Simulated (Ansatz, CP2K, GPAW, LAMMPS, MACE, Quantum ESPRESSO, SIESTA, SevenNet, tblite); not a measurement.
# Quantum ESPRESSO on liquid 68TiO2-32SiO2 (mol %) at 3000 K (93 atoms): settings compared

How far do other settings of Quantum ESPRESSO move the forces in liquid 68TiO2-32SiO2 (mol %) at 3000 K (93 atoms)? One run of the same program serves as the yardstick.

Calculated with Quantum ESPRESSO 7.5; the method is named at each step.

## (1) The starting structure

The cell holds 93 atoms: 21 Ti, 10 Si and 62 O. Its edges and angles: a = 11.642 Å, b = 11.642 Å, c = 11.642 Å, α = 90.0°, β = 90.0°, γ = 90.0°. 93 atoms (21 Ti, 10 Si, 62 O) placed at random at 3.07 g/cm³, melted at 4000 K for 10 ps at fixed volume with the Morse and Coulomb pair potential with partial charges (Pedone, Malavasi, Menziani, Cormack and Segre, J. Phys. Chem. B 110, 11780 (2006)). Snapshot at the end of a hold of 10 ps at 3000 K and zero pressure.

The yardstick, on the same geometry:

```
method                                           : Kohn-Sham DFT, PBE, SSSP efficiency 1.3.0 pseudopotentials, plane waves (Quantum ESPRESSO 7.5); sssp-pbe-1.3.0-efficiency, cutoffs 60/480 Ry, Γ point
r.m.s. force component                           : 2.888 eV/Å
longest force                                    : 11.95 eV/Å
pressure                                         : 5.219 GPa
gap (highest filled to lowest empty level) : 0.6998 eV
time                                             : 11 min on 4 MPI ranks of Arm Neoverse V2, shared host
CPU time                                         : 44 min
```

## (2) PBE, sssp-1.3.0-efficiency, 25/200 Ry

Method: Kohn-Sham DFT, PBE, SSSP efficiency 1.3.0 pseudopotentials, plane waves.

pw.in

```
&control
  calculation = 'scf'
  pseudo_dir = './pseudo'
  outdir = './tmp'
  disk_io = 'none'
  tprnfor = .true.
  tstress = .true.
/
&system
  ibrav = 0
  nat = 93
  ntyp = 3
  ecutwfc = 25
  ecutrho = 200
  nosym = .true.
  occupations = 'smearing'
  smearing = 'fd'
  degauss = 0.003675
/
&electrons
  conv_thr = 4.6e-07
  electron_maxstep = 100
  mixing_beta = 0.4
  mixing_mode = 'plain'
  diagonalization = 'david'
/
ATOMIC_SPECIES
Ti 47.867 Ti.upf
Si 28.085 Si.upf
O 15.999 O.upf
CELL_PARAMETERS angstrom
11.64156 0.00000 0.00000
0.00000 11.64156 0.00000
0.00000 0.00000 11.64156
ATOMIC_POSITIONS crystal
Ti 0.58017 0.99586 0.43747
Ti 0.38552 0.80781 0.55399
Ti 0.56175 0.08557 0.16310
Ti 0.10440 0.07864 0.26330
Ti 0.91354 0.66356 0.68446
Ti 0.52432 0.38658 0.10701
Ti 0.79098 0.32934 0.13115
Ti 0.92920 0.08586 0.01199
Ti 0.60846 0.32094 0.75264
Ti 0.34285 0.71173 0.25076
Ti 0.11721 0.34370 0.89528
Ti 0.83710 0.41510 0.88157
Ti 0.17841 0.82442 0.39832
Ti 0.98315 0.96415 0.73587
Ti 0.58148 0.65752 0.04520
Ti 0.04082 0.58427 0.18684
Ti 0.89273 0.76466 0.31658
Ti 0.70759 0.68959 0.49409
Ti 0.84644 0.06059 0.48100
Ti 0.33493 0.78448 0.98223
Ti 0.32835 0.18847 0.08622
Si 0.78235 0.85785 0.11083
Si 0.01748 0.47965 0.51770
Si 0.99657 0.33792 0.28908
Si 0.42043 0.52529 0.60903
Si 0.59302 0.45514 0.38250
Si 0.77492 0.34825 0.52809
Si 0.27804 0.95840 0.74692
Si 0.21866 0.35627 0.64857
Si 0.08962 0.66355 0.90943
Si 0.42532 0.15174 0.64071
O 0.96817 0.31831 0.86862
O 0.05367 0.74371 0.36860
O 0.09555 0.38907 0.60780
O 0.18537 0.32778 0.77311
O 0.50118 0.21363 0.73299
O 0.15996 0.49141 0.94966
O 0.32655 0.07364 0.70630
O 0.03405 0.41160 0.18633
O 0.20842 0.22499 0.96473
O 0.17796 0.93496 0.29329
O 0.92977 0.03559 0.61479
O 0.33024 0.81326 0.13501
O 0.49108 0.07200 0.54312
O 0.89197 0.61936 0.27112
O 0.66973 0.38634 0.86075
O 0.71578 0.99437 0.49455
O 0.45313 0.11206 0.06147
O 0.88613 0.84321 0.18651
O 0.55134 0.02653 0.31053
O 0.84158 0.44511 0.03833
O 0.40317 0.32170 0.10550
O 0.21248 0.70421 0.93421
O 0.20206 0.64799 0.22129
O 0.72073 0.32887 0.64569
O 0.78498 0.66172 0.61569
[... 33 atom lines left out ...]
O 0.54498 0.84032 0.49416
O 0.86685 0.50574 0.76551
O 0.62789 0.26167 0.11504
O 0.57358 0.42146 0.23376
K_POINTS gamma
```

Run with:

```
$ OMP_NUM_THREADS=1 mpirun -np 2 pw.x -in pw.in > output.txt
```

The program printed:

```text
Program PWSCF
     gamma-point specific algorithms are used
     Parallelization info
     sticks:   dense  smooth     PW     G-vecs:    dense   smooth      PW
     Min        3851    1926    485               254281    89789   11287
     Max        3854    1927    488               254282    89790   11288
     Sum        7705    3853    973               508563   179579   22575
     bravais-lattice index     =            0
     lattice parameter (alat)  =      21.9994  a.u.
     unit-cell volume          =   10647.0708 (a.u.)^3
     number of atoms/cell      =           93
     number of atomic types    =            3
     number of electrons       =       664.00
     number of Kohn-Sham states=          398
     kinetic-energy cutoff     =      25.0000  Ry
     charge density cutoff     =     200.0000  Ry
     scf convergence threshold =      4.6E-07
     mixing beta               =       0.4000
     number of iterations used =            8  plain     mixing
     Exchange-correlation= SLA  PW   PBX  PBC
                           (   1   4   3   4   0   0   0)
     crystal axes: (cart. coord. in units of alat)
               a(1) = (   1.000000   0.000000   0.000000 )
               a(2) = (   0.000000   1.000000   0.000000 )
               a(3) = (   0.000000   0.000000   1.000000 )
     reciprocal axes: (cart. coord. in units 2 pi/alat)
               b(1) = (  1.000000  0.000000  0.000000 )
               b(2) = (  0.000000  1.000000  0.000000 )
               b(3) = (  0.000000  0.000000  1.000000 )
     PseudoPot. # 1 for Ti:
     Pseudo is Ultrasoft + core correction, Zval = 12.0
     PseudoPot. # 2 for Si:
     Pseudo is Ultrasoft + core correction, Zval =  4.0
     PseudoPot. # 3 for O :
     Pseudo is Projector augmented-wave + core cor, Zval =  6.0
     atomic species   valence    mass     pseudopotential
     Ti               12.00    47.86700     Ti( 1.00)
     Si                4.00    28.08500     Si( 1.00)
     O                 6.00    15.99900     O ( 1.00)
     No symmetry found
   Cartesian axes
     number of k points=     1  Fermi-Dirac smearing, width (Ry)=  0.0037
                       cart. coord. in units 2pi/alat
        k(    1) = (   0.0000000   0.0000000   0.0000000), wk =   2.0000000
     Dense  grid:   254282 G-vectors     FFT dimensions: ( 100, 100, 100)
     Smooth grid:    89790 G-vectors     FFT dimensions: (  72,  72,  72)
     Check: negative core charge=   -0.000020
     Initial potential from superposition of free atoms
     starting charge     642.9934, renormalised to     664.0000
     negative rho (up, down):  2.406E-02 0.000E+00
     Starting wfcs are  498 randomized atomic wfcs
     Self-consistent Calculation
     iteration #  1     ecut=    25.00 Ry     beta= 0.40
     negative rho (up, down):  1.670E-02 0.000E+00
     total energy              =   -5126.74793736 Ry
     estimated scf accuracy    <     123.94611708 Ry
     iteration #  2     ecut=    25.00 Ry     beta= 0.40
     negative rho (up, down):  1.564E-02 0.000E+00
     total energy              =   -5030.72907065 Ry
     estimated scf accuracy    <    2287.44236092 Ry
     iteration #  3     ecut=    25.00 Ry     beta= 0.40
     negative rho (up, down):  1.380E-02 0.000E+00
     total energy              =   -5183.11313678 Ry
     estimated scf accuracy    <     196.90185262 Ry
     iteration #  4     ecut=    25.00 Ry     beta= 0.40
     negative rho (up, down):  1.575E-02 0.000E+00
     total energy              =   -5198.81356399 Ry
     estimated scf accuracy    <      23.06579609 Ry
     iteration #  5     ecut=    25.00 Ry     beta= 0.40
     negative rho (up, down):  1.835E-02 0.000E+00
     total energy              =   -5196.26735359 Ry
     estimated scf accuracy    <      11.70048738 Ry
     iteration #  6     ecut=    25.00 Ry     beta= 0.40
[...]
total energy              =   -5195.86937406 Ry
     estimated scf accuracy    <       3.63912470 Ry
[...]
c_bands:  1 eigenvalues not converged
[...]
total energy              =   -5196.43534306 Ry
[...]
iteration # 20     ecut=    25.00 Ry     beta= 0.40
[...]
total energy              =   -5196.43534526 Ry
     estimated scf accuracy    <       0.00000413 Ry
     iteration # 21     ecut=    25.00 Ry     beta= 0.40
[...]
total energy              =   -5196.43534569 Ry
     estimated scf accuracy    <       0.00000125 Ry
     iteration # 22     ecut=    25.00 Ry     beta= 0.40
     negative rho (up, down):  1.822E-02 0.000E+00
     End of self-consistent calculation
          k = 0.0000 0.0000 0.0000 ( 11288 PWs)   bands (ev):
   -55.4344 -55.2390 -55.0652 -54.6197 -54.5499 -54.5266 -54.0180 -53.9699
   -53.9134 -53.8935 -53.8761 -53.8418 -53.7597 -53.6988 -53.4748 -53.3623
   -53.3273 -52.9756 -52.6692 -52.6343 -52.4258 -31.8630 -31.7169 -31.6213
   -31.6115 -31.5898 -31.5241 -31.3745 -31.3099 -31.2849 -31.2044 -31.0381
   -31.0218 -30.9827 -30.9466 -30.8736 -30.8565 -30.7981 -30.7781 -30.7718
   -30.6060 -30.5057 -30.4863 -30.4589 -30.4516 -30.4469 -30.4418 -30.4114
[...]
6.1648   6.2259   6.2378   6.2713   6.3271   6.3422   6.3817   6.4087
     6.4368   6.4608   6.5536   6.5779   6.6089   6.6767   6.7322   6.7821
     6.8105   6.8384   6.8759   6.8974   6.9832   7.0017   7.0177   7.0437
     7.1007   7.1364   7.1941   7.2465   7.2936   7.3067
     the Fermi energy is     3.6254 ev
!    total energy              =   -5196.43534582 Ry
     estimated scf accuracy    <       0.00000018 Ry
     smearing contrib. (-TS)   =      -0.00010015 Ry
     internal energy E=F+TS    =   -5196.43524567 Ry
     The total energy is F=E-TS. E is the sum of the following terms:
     one-electron contribution =   -3896.11501359 Ry
     hartree contribution      =    2164.93426532 Ry
     xc contribution           =    -901.66148441 Ry
     ewald contribution        =   -1972.73346455 Ry
     one-center paw contrib.   =    -590.85954845 Ry
     convergence has been achieved in  22 iterations
     negative rho (up, down):  1.822E-02 0.000E+00
     Forces acting on atoms (cartesian axes, Ry/au):
     atom    1 type  1   force =    -0.02302428   -0.15498194    0.43541290
     atom    2 type  1   force =     0.01635256    0.01400123   -0.07404497
     atom    3 type  1   force =     0.14395304   -0.06114215   -0.08570814
     atom    4 type  1   force =    -0.00906484    0.00665855    0.03768988
     atom    5 type  1   force =     0.09153370    0.04141646    0.14712415
     atom    6 type  1   force =     0.16338942    0.00982095   -0.14136975
[...]
atom   91 type  3   force =    -0.01089093    0.04639911    0.03770731
     atom   92 type  3   force =     0.05063209   -0.09341648    0.01540264
     atom   93 type  3   force =     0.09537839    0.13155290    0.40674888
     Total force =     1.835819     Total SCF correction =     0.001398
     Computing stress (Cartesian axis) and pressure
     negative rho (up, down):  1.822E-02 0.000E+00
          total   stress  (Ry/bohr**3)                   (kbar)     P=     -652.70
  -0.00439161   0.00018570   0.00009472         -646.03       27.32       13.93
   0.00018570  -0.00474583   0.00000745           27.32     -698.14        1.10
   0.00009472   0.00000745  -0.00417336           13.93        1.10     -613.92
     Message from routine punch:
     Nothing written, as per user request (disk_io='none')
```

It took 5.5 min on 2 MPI ranks of Arm Neoverse V2, shared host; peak memory 1.3 GiB; 11 min of CPU time.

Banners, paths, timers and routine set-up lines are dropped from the logs unmarked, and long logs keep their key lines alone; longer cuts are marked.

Against the reference:

| Quantity | Value |
| --- | --- |
| r.m.s. force component | 2.826 eV/Å |
| r.m.s. difference of force components | 160.1 meV/Å |
| longest difference of force vectors | 534.1 meV/Å |
| force difference over r.m.s. force | 5.545 % |
| slope of forces against the reference's | 0.9771 |
| correlation of force components | 0.9987 |
| gap (highest filled to lowest empty level) | 0.7088 eV |
| gap difference | 0.009 eV |
| pressure | -65.27 GPa |
| pressure difference | -70.49 GPa |
| energy less the same-level run's | 1943 meV/atom |
| r.m.s. force difference from the same-level run | 160.1 meV/Å |

This is a coarse setting, run to see what it loses.

Length of the force difference by element (eV/Å):

| element | atoms | mean | most |
| --- | --- | --- | --- |
| O | 62 | 0.24 | 0.45 |
| Si | 10 | 0.093 | 0.15 |
| Ti | 21 | 0.34 | 0.53 |

Levels nearest the highest filled one (eV from it): -1.14, -1.11, -1.03, -0.97, -0.93, -0.90, -0.88, -0.83, -0.75, -0.44, -0.31, 0.00, 0.71, 0.95, 1.10, 1.18, 1.25, 1.40, 1.47, 1.53, 1.61, 1.73, 1.76, 1.79.

Local excerpt of 10 atoms (numbers count through the whole input) about Ti1, which bears the longest force; x, y, z are measured from there.

| atom | x | y | z | distance (Å) | bonds | Fx | Fy | Fz (eV/Å) |
| --- | --- | --- | --- | --- | --- | --- | --- | --- |
| Ti1 | 0.00 | 0.00 | 0.00 | 0.00 | 4 | -0.59 | -3.98 | 11.19 |
| O50 | -0.34 | 0.36 | -1.48 | 1.56 | 2 | -2.69 | 3.35 | -9.49 |
| O47 | 1.58 | -0.02 | 0.66 | 1.71 | 2 | -0.48 | -1.24 | 0.29 |
| O44 | -1.04 | 0.89 | 1.23 | 1.84 | 2 | -0.91 | 1.31 | 0.54 |
| O90 | -0.41 | -1.81 | 0.66 | 1.97 | 3 | -1.26 | -1.05 | 0.71 |
| Ti19 | 3.10 | 0.75 | 0.51 | 3.23 | 4 | 4.63 | 3.30 | -0.20 |
| O67 | 2.18 | -2.45 | -0.52 | 3.32 | 2 | -1.06 | 0.50 | 0.61 |
| Ti3 | -0.21 | 1.04 | -3.19 | 3.37 | 4 | 3.70 | -1.57 | -2.20 |
| Ti2 | -2.27 | -2.19 | 1.36 | 3.43 | 5 | 0.42 | 0.36 | -1.90 |
| Si31 | -1.80 | 1.81 | 2.37 | 3.48 | 4 | -3.97 | 0.94 | -1.49 |

Forces lie 5.5 % from the reference's, at 0.25 times its CPU time (on 2 against 4 cores).

Within one program, basis, potentials and functional, energies share a zero. Each run against its twin at the usual cutoff or grid and solver:

| run | twin | Δ energy (meV/atom) | Δ force, r.m.s. (meV/Å) | CPU time over the twin's |
| --- | --- | --- | --- | --- |
| QE PBE, sssp-1.3.0-efficiency, 25/200 Ry | sssp-1.3.0-efficiency, 60/480 Ry | 1943 | 160 | 0.25 (this twin ran on 4 cores) |

## (3) Results

```
force difference from the reference : QE PBE, sssp-1.3.0-efficiency, 25/200 Ry (coarse), 5.5 %
its CPU time                        : 11 min
```

What this shows: Runs with settings chosen to be coarse differ by 5.5 % (QE PBE, sssp-1.3.0-efficiency, 25/200 Ry). One electronic-structure run takes under half the reference's CPU time: QE PBE, sssp-1.3.0-efficiency, 25/200 Ry, at 5.5 % in 11 min against 44 min; its pressure misses by -70.5 GPa. PBE gaps agree with the reference's 0.700 eV within 0.009 eV. In pressure, QE PBE, sssp-1.3.0-efficiency, 25/200 Ry misses by -70.5 GPa, at the same functional; a cutoff this low leaves a large Pulay stress. The reference's pressure holds the uncorrected Pulay stress of its 60 Ry basis, so small pressure differences, and their order, may be the reference's own error. The frame stands for 3000 K, but pressures are static and levels are smeared at 580 K. The network of bonds at the start is that of the classical potential that made the cell, and needn't be the one that DFT or experiment would give. The reference's stress is far from hydrostatic: its diagonal is 5.6, 0.9, 9.2 GPa, compression counted positive. The runs have no spin polarisation, so any moments at edges, vacancies or dangling bonds can't form. The electronic-structure runs sample only Γ, in a cell whose shortest periodic width is 12 Å.

[Also dropped from logs without a mark: logging warnings of Python, and SIESTA's first energy breakdown and zero terms.]

[Logs are printed without paths, hosts, clocks, repeated set-up lines and the standing remarks that a program may print on its own settings, such as how far it seeks lower states.]

[Hosts, paths, dates, database ids (printed as entryN), source tags and the programs' standing remarks are cut or masked in the printed files.]
